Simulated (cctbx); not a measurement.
## Which space group?

Cell: a = 6.3720 Å, b = 6.3720 Å, c = 7.9010 Å, α = 90.00°, β = 90.00°, γ = 90.00°. Expected content of the cell: Tb2 Sn8 Ga4.

The data are simulated with cctbx, not measured: Mo Kα, λ = 0.71073 Å, to d = 0.77 Å, 80 % of the full sphere, strongest reflection 5000 counts, noise from counting, a 4 % proportional error and a noise floor of 4 counts (s.d.); no absorption, some extinction.

Tests on the unmerged data give:

```text
2410 reflections to d = 0.770 A
centring   violations  <I/sigma> of those
    A        870 of  1202      9.7
    B        880 of  1204      9.8
    C        722 of  1190      7.1
    I        842 of  1200      9.4
    R       1176 of  1611      9.3
    F       1236 of  1798      8.9
Laue class    unique    Rint  (classes that these axes allow; Friedel mates merged)
P -1             1424   0.033
P 1 2/m 1         805   0.041
P 1 1 2/m         793   0.042
P 2/m 1 1         805   0.041
P m m m           470   0.046
P 4/m             406   0.046
P 4/m m m         263   0.048
space group    extra absences  I>4sigma  <I/sigma>
P 4 2 2                 0          0         -  acentric
P 4 21 2               12          0      -0.1  acentric
P 4 m m                 0          0         -  acentric
P 4 b m               218          0       0.1  acentric
P -4 2 m                0          0         -  acentric
P -4 21 m              12          0      -0.1  acentric
P -4 m 2                0          0         -  acentric
P -4 b 2              218          0       0.1  acentric
P 4/m m m               0          0         -  centric
P 4/n b m :1          291          0       0.0  centric
P 4/n b m :2          291          0       0.0  centric
P 4/m b m             218          0       0.1  centric
P 4/n m m :1           85          0      -0.1  centric
P 4/n m m :2           85          0      -0.1  centric
Wilson B = 0.65 A^2   <|E^2-1|> = 0.830 (0.968 centric, 0.736 acentric)   E^2>4: 1.7 %
shell (A)         n   <I/sigma>
 7.90 - 1.54     43     27.3
 1.54 - 1.22     35     27.2
 1.22 - 1.07     32     26.3
 1.07 - 0.97     34     28.0
 0.97 - 0.90     27     24.7
 0.90 - 0.85     31     25.3
 0.85 - 0.81     28     21.4
 0.81 - 0.77     33     25.7
```

**Question.** What are the lattice type, the Laue class and the likely space group?

Every centring test has many violations, so the lattice is primitive.

Rint stays low (0.033 to 0.048) up to P 4/m m m, the highest class in these axes.

14 settings pass the absence test. The most absences obeyed, 291, belong to P 4/n b m alone.

⟨|E²−1|⟩ = 0.830 lies between the two ideal values. The Wilson B of 0.65 Å² means U ≈ 0.0082 Å².

The true group is P4/nbm (no. 125, origin choice 1), Laue class 4/mmm, centrosymmetric. The tables fix it.

The model is made up (kin elements in a known structure type, no relaxation), so it says nothing on whether the phase exists.

[Logs are printed without paths, hosts, clocks, repeated set-up lines and the standing remarks that a program may print on its own settings, such as how far it seeks lower states.]
